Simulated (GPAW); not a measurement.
# How the Hubbard U moves the magnetism of linear Gd chain, spacing 3.312 A

Two starts of linear Gd chain, spacing 3.312 A are run at each rung of the Hubbard U. What moves?

Program: GPAW 26.7.0. Level of theory: PBE with several values of U; plane waves with GPAW's PAW setups, scalar-relativistic. Results are calculated unless marked as measured.

Most raw output is cut from this account.

## (1) The structure

The cell holds 1 atom: 1 Gd. Cell: a = 12.000 Å, b = 12.000 Å, c = 3.312 Å, α = 90.0°, β = 90.0°, γ = 90.0°. model lattice. Vacuum lies along a and b. The structure's axis is c.

Structure file:

```cif
data_structure
_symmetry_space_group_name_H-M 'P 1'
_symmetry_Int_Tables_number 1
_cell_length_a 12.0000
_cell_length_b 12.0000
_cell_length_c 3.3120
_cell_angle_alpha 90.000
_cell_angle_beta 90.000
_cell_angle_gamma 90.000
_cell_volume 476.93
loop_
_atom_site_label
_atom_site_type_symbol
_atom_site_fract_x
_atom_site_fract_y
_atom_site_fract_z
_atom_site_occupancy
Gd1 Gd 0.50000 0.50000 0.00000 1
```

## (2) Rung 1 (no U), start ferro +

Each rung takes a larger U, to see how far the results hang on a number that is chosen.

File order1.py:

```python
import json
import numpy as np
from ase import Atoms
from ase.parallel import paropen, parprint
from gpaw import GPAW

atoms = Atoms(['Gd'],
    cell=[[12.0, 0.0, 0.0],
         [0.0, 12.0, 0.0],
         [0.0, 0.0, 3.312]],
    scaled_positions=[[0.5, 0.5, 0.0]],
    pbc=True,
    magmoms=[7.0])
atoms.calc = GPAW(mode={'name': 'pw', 'ecut': 700},
    xc='PBE',
    kpts={'size': (1, 1, 8), 'gamma': True},
    occupations={'name': 'fermi-dirac', 'width': 0.05},
    convergence={'density': 1e-05, 'energy': 1e-05},
    maxiter=200,
    symmetry={'tolerance': 1e-4},
    txt='order1.txt')
e = atoms.get_potential_energy(force_consistent=True)
res = {'free_energy': e, 'energy_sigma0': atoms.get_potential_energy(), 'fermi_energy': atoms.calc.get_fermi_level()}
res['moments'] = atoms.get_magnetic_moments().tolist()
res['total'] = atoms.get_magnetic_moment()
parprint('site moments (muB):', np.round(res['moments'], 3))
parprint(f"total moment: {res['total']:.3f} muB")
parprint(f'free energy: {e:.6f} eV')
atoms.calc.write('order1.gpw')
with paropen('results.json', 'w') as f:
    json.dump(res, f)
```

On the command line:

```bash
> OMP_NUM_THREADS=1 python3 order1.py > order1.log
```

The job ended after 79 s (1 MPI rank of Intel Xeon 6975P-C (Granite Rapids), shared host; peak memory 0.55 GiB).

Numbers from this step:

```
magnetization  : 8.305 μB
final state    : ferromagnetic
largest moment : 7.065 μB
```

After 21 cycles the largest moment stands at 7.06 μB.

## (3) Rung 1 (no U), start antiferro q=(0,0,1/2) +-

The second start gives the energy difference between the two end states, the quantity that is followed up the ladder. Its q is in fractions of the reciprocal vectors of the first run's cell.

order2.py is the script of step 2 with these lines changed:

```diff
@@ -6,12 +6,13 @@
 
-atoms = Atoms(['Gd'],
+atoms = Atoms(['Gd', 'Gd'],
     cell=[[12.0, 0.0, 0.0],
          [0.0, 12.0, 0.0],
-         [0.0, 0.0, 3.312]],
-    scaled_positions=[[0.5, 0.5, 0.0]],
+         [0.0, 0.0, 6.624]],
+    scaled_positions=[[0.5, 0.5, 0.0],
+         [0.5, 0.5, 0.5]],
     pbc=True,
-    magmoms=[7.0])
+    magmoms=[7.0, -7.0])
 atoms.calc = GPAW(mode={'name': 'pw', 'ecut': 700},
     xc='PBE',
-    kpts={'size': (1, 1, 8), 'gamma': True},
+    kpts={'size': (1, 1, 4), 'gamma': True},
     occupations={'name': 'fermi-dirac', 'width': 0.05},
@@ -20,3 +21,3 @@
     symmetry={'tolerance': 1e-4},
-    txt='order1.txt')
+    txt='order2.txt')
 e = atoms.get_potential_energy(force_consistent=True)
@@ -28,3 +29,3 @@
 parprint(f'free energy: {e:.6f} eV')
-atoms.calc.write('order1.gpw')
+atoms.calc.write('order2.gpw')
 with paropen('results.json', 'w') as f:
```

On the command line:

```bash
> OMP_NUM_THREADS=1 python3 order2.py > order2.log
```

It took 5.2 min on 1 MPI rank; peak memory 0.97 GiB.

This step gave:

- magnetization: 0 μB
- final state: antiferromagnetic
- largest moment: 6.833 μB

This start lies +165.8 meV a seeded atom from the first; its largest moment is 6.83 μB.

## (4) Rung 2 (U = 1.5 eV on Gd f), start ferro +

order1.py is the script of step 2 with these lines changed:

```diff
@@ -19,2 +19,3 @@
     maxiter=200,
+    setups={'Gd': ':f,1.5'},
     symmetry={'tolerance': 1e-4},
```

On the command line:

```bash
> OMP_NUM_THREADS=1 python3 order1.py > order1.log
```

Elapsed: 1.9 min, on 1 MPI rank; peak memory 0.55 GiB.

Numbers from this step:

```yaml
magnetization: 8.595 μB
final_state: ferromagnetic
largest_moment: 7.272 μB
```

The largest moment moves by +0.21 μB from rung 1, at 1.5 times its CPU time.

## (5) Rung 2 (U = 1.5 eV on Gd f), start antiferro q=(0,0,1/2) +-

order2.py is the script of step 3 with these lines changed:

```diff
@@ -20,2 +20,3 @@
     maxiter=200,
+    setups={'Gd': ':f,1.5'},
     symmetry={'tolerance': 1e-4},
```

On the command line:

```bash
> OMP_NUM_THREADS=1 python3 order2.py > order2.log
```

Wall time 4.4 min (1 MPI rank); peak memory 0.96 GiB.

This step gave:

| Property | Result |
| --- | --- |
| magnetization | 0 μB |
| final state | antiferromagnetic |
| largest moment | 7.003 μB |

This start lies +189.7 meV a seeded atom from the first, a change of +23.8 meV since rung 1; its largest moment is 7.00 μB.

## (6) Rung 3 (U = 3 eV on Gd f), start ferro +

order1.py is the script of step 4 with these lines changed:

```diff
@@ -19,3 +19,3 @@
     maxiter=200,
-    setups={'Gd': ':f,1.5'},
+    setups={'Gd': ':f,3.0'},
     symmetry={'tolerance': 1e-4},
```

On the command line:

```bash
> OMP_NUM_THREADS=1 python3 order1.py > order1.log
```

Wall time 81 s (1 MPI rank); peak memory 0.55 GiB.

This step gave:

```yaml
magnetization: 8.775 μB
final_state: ferromagnetic
largest_moment: 7.402 μB
```

The largest moment moves by +0.13 μB from rung 2, at 0.71 times its CPU time.

## (7) Rung 3 (U = 3 eV on Gd f), start antiferro q=(0,0,1/2) +-

order2.py is the script of step 5 with these lines changed:

```diff
@@ -20,3 +20,3 @@
     maxiter=200,
-    setups={'Gd': ':f,1.5'},
+    setups={'Gd': ':f,3.0'},
     symmetry={'tolerance': 1e-4},
```

On the command line:

```bash
> OMP_NUM_THREADS=1 python3 order2.py > order2.log
```

Run time: 2.7 min. Hardware: 1 MPI rank; peak memory 0.96 GiB.

Numbers from this step:

| Item | Value |
| --- | --- |
| magnetization | 0 μB |
| final state | antiferromagnetic |
| largest moment | 7.109 μB |

This start lies +229.3 meV a seeded atom from the first, a change of +39.7 meV since rung 2; its largest moment is 7.11 μB.

## (8) Rung 4 (U = 4.5 eV on Gd f), start ferro +

order1.py is the script of step 6 with these lines changed:

```diff
@@ -19,3 +19,3 @@
     maxiter=200,
-    setups={'Gd': ':f,3.0'},
+    setups={'Gd': ':f,4.5'},
     symmetry={'tolerance': 1e-4},
```

On the command line:

```bash
> OMP_NUM_THREADS=1 python3 order1.py > order1.log
```

Elapsed: 57 s, on 1 MPI rank; peak memory 0.54 GiB.

Numbers from this step:

| Property | Result |
| --- | --- |
| magnetization | 8.775 μB |
| final state | ferromagnetic |
| largest moment | 7.409 μB |

The largest moment moves by +0.01 μB from rung 3, at 0.70 times its CPU time.

## (9) Rung 4 (U = 4.5 eV on Gd f), start antiferro q=(0,0,1/2) +-

order2.py is the script of step 7 with these lines changed:

```diff
@@ -20,3 +20,3 @@
     maxiter=200,
-    setups={'Gd': ':f,3.0'},
+    setups={'Gd': ':f,4.5'},
     symmetry={'tolerance': 1e-4},
```

On the command line:

```bash
> OMP_NUM_THREADS=1 python3 order2.py > order2.log
```

The job ended after 2.7 min (1 MPI rank; peak memory 0.94 GiB).

Read from the output:

* magnetization: 0 μB
* final state: antiferromagnetic
* largest moment: 7.144 μB

This start lies +250.8 meV a seeded atom from the first, a change of +21.4 meV since rung 3; its largest moment is 7.14 μB.

## (10) Rung 5 (U = 6 eV on Gd f), start ferro +

order1.py is the script of step 8 with these lines changed:

```diff
@@ -19,3 +19,3 @@
     maxiter=200,
-    setups={'Gd': ':f,4.5'},
+    setups={'Gd': ':f,6.0'},
     symmetry={'tolerance': 1e-4},
```

On the command line:

```bash
> OMP_NUM_THREADS=1 python3 order1.py > order1.log
```

The job ended after 47 s (1 MPI rank; peak memory 0.53 GiB).

Read from the output:

| Item | Value |
| --- | --- |
| magnetization | 8.774 μB |
| final state | ferromagnetic |
| largest moment | 7.413 μB |

The largest moment is that of rung 4, at 0.83 times its CPU time.

## (11) Rung 5 (U = 6 eV on Gd f), start antiferro q=(0,0,1/2) +-

order2.py is the script of step 9 with these lines changed:

```diff
@@ -20,3 +20,3 @@
     maxiter=200,
-    setups={'Gd': ':f,4.5'},
+    setups={'Gd': ':f,6.0'},
     symmetry={'tolerance': 1e-4},
```

On the command line:

```bash
> OMP_NUM_THREADS=1 python3 order2.py > order2.log
```

Elapsed: 2.2 min, on 1 MPI rank; peak memory 0.93 GiB.

This step gave:

* magnetization: 0 μB
* final state: antiferromagnetic
* largest moment: 7.153 μB

This start lies +258.7 meV a seeded atom from the first, a change of +8.0 meV since rung 4; its largest moment is 7.15 μB.

## (12) Rung 6 (U = 7.5 eV on Gd f), start ferro +

order1.py is the script of step 10 with these lines changed:

```diff
@@ -19,3 +19,3 @@
     maxiter=200,
-    setups={'Gd': ':f,6.0'},
+    setups={'Gd': ':f,7.5'},
     symmetry={'tolerance': 1e-4},
```

On the command line:

```bash
> OMP_NUM_THREADS=1 python3 order1.py > order1.log
```

The job ended after 48 s (1 MPI rank; peak memory 0.54 GiB).

Numbers from this step:

```yaml
magnetization: 8.772 μB
final_state: ferromagnetic
largest_moment: 7.417 μB
```

The largest moment is that of rung 5, at 1.0 times its CPU time.

## (13) Rung 6 (U = 7.5 eV on Gd f), start antiferro q=(0,0,1/2) +-

order2.py is the script of step 11 with these lines changed:

```diff
@@ -20,3 +20,3 @@
     maxiter=200,
-    setups={'Gd': ':f,6.0'},
+    setups={'Gd': ':f,7.5'},
     symmetry={'tolerance': 1e-4},
```

On the command line:

```bash
> OMP_NUM_THREADS=1 python3 order2.py > order2.log
```

Wall time 2.4 min (1 MPI rank); peak memory 0.93 GiB.

Read from the output:

```yaml
magnetization: 0 μB
final_state: antiferromagnetic
largest_moment: 7.157 μB
```

This start lies +262.6 meV a seeded atom from the first, a change of +3.9 meV since rung 5; its largest moment is 7.16 μB.

## (14) A faulty input

An input with a fault is tried, to see how the program answers.

File run.py:

```python
import json
import numpy as np
from ase import Atoms
from ase.parallel import paropen, parprint
from gpaw import GPAW

atoms = Atoms(['Gd'],
    cell=[[12.0, 0.0, 0.0],
         [0.0, 12.0, 0.0],
         [0.0, 0.0, 3.312]],
    scaled_positions=[[0.5, 0.5, 0.0]],
    pbc=True,
    magmoms=[7.0])
atoms.calc = GPAW(mode={'name': 'pw', 'ecut': 700},
    xc='PBE',
    kpts={'size': (1, 1, 8), 'gamma': True},
    occupations={'name': 'fermi-dirac', 'width': 0.0},
    convergence={'density': 1e-05, 'energy': 1e-05},
    maxiter=75,
    symmetry={'tolerance': 1e-4},
    txt='run.txt')
e = atoms.get_potential_energy(force_consistent=True)
res = {'free_energy': e, 'energy_sigma0': atoms.get_potential_energy(), 'fermi_energy': atoms.calc.get_fermi_level()}
res['moments'] = atoms.get_magnetic_moments().tolist()
res['total'] = atoms.get_magnetic_moment()
parprint('site moments (muB):', np.round(res['moments'], 3))
parprint(f"total moment: {res['total']:.3f} muB")
parprint(f'free energy: {e:.6f} eV')
atoms.calc.write('run.gpw')
with paropen('results.json', 'w') as f:
    json.dump(res, f)
```

On the command line:

```bash
> OMP_NUM_THREADS=1 python3 run.py > run.log
```

Run time: 4 min. Hardware: 1 MPI rank; peak memory 0.56 GiB.

The run was cut off at its time limit.

The fault put into the input: no smearing.

Sharp occupations jump between cycles where states lie close to the highest filled one; a small width steadies them.

## (15) The rungs together

Ladder, by row:

```
rung           U  state from the first start  state from the second start  second less first (meV a seeded atom)  moment, first (μB)  moment, second (μB)  CPU time (s)
   1        none               ferromagnetic            antiferromagnetic                                  165.8               7.065                6.833         391.9
   2  Gd: f, 1.5               ferromagnetic            antiferromagnetic                                  189.7               7.272                7.003         378.1
   3  Gd: f, 3.0               ferromagnetic            antiferromagnetic                                  229.3               7.402                7.109         245.5
   4  Gd: f, 4.5               ferromagnetic            antiferromagnetic                                  250.8               7.409                7.144         216.9
   5  Gd: f, 6.0               ferromagnetic            antiferromagnetic                                  258.7               7.413                7.153         179.6
   6  Gd: f, 7.5               ferromagnetic            antiferromagnetic                                  262.6               7.417                7.157         194.2
```

## (16) Outcome

| Quantity | Value |
| --- | --- |
| range of the moment in the table, first start | 7.06 to 7.42 μB |
| range of CPU time | 3 min to 6.5 min |
| range of the energy difference | 166 to 263 meV a seeded atom |

In words: From the smallest U to the largest the moment goes from 7.06 to 7.42 μB and the energy difference from 166 to 263 meV a seeded atom. The first start ends lower on every rung of the table. The f shell is half filled, so the spin-only picture is fair.

[Logs and program files are shortened in this print: banners, set-up blocks, solver, clock and traceback lines can be left out without a mark of their own.]

[Logs are printed without paths, hosts, clocks, repeated set-up lines and the standing remarks that a program may print on its own settings, such as how far it seeks lower states.]

[Hosts, paths, dates, database ids (printed as entryN), source tags and the programs' standing remarks are cut or masked in the printed files.]

[Where a cell is said to come from a database of computed structures, the database is the Materials Project.]
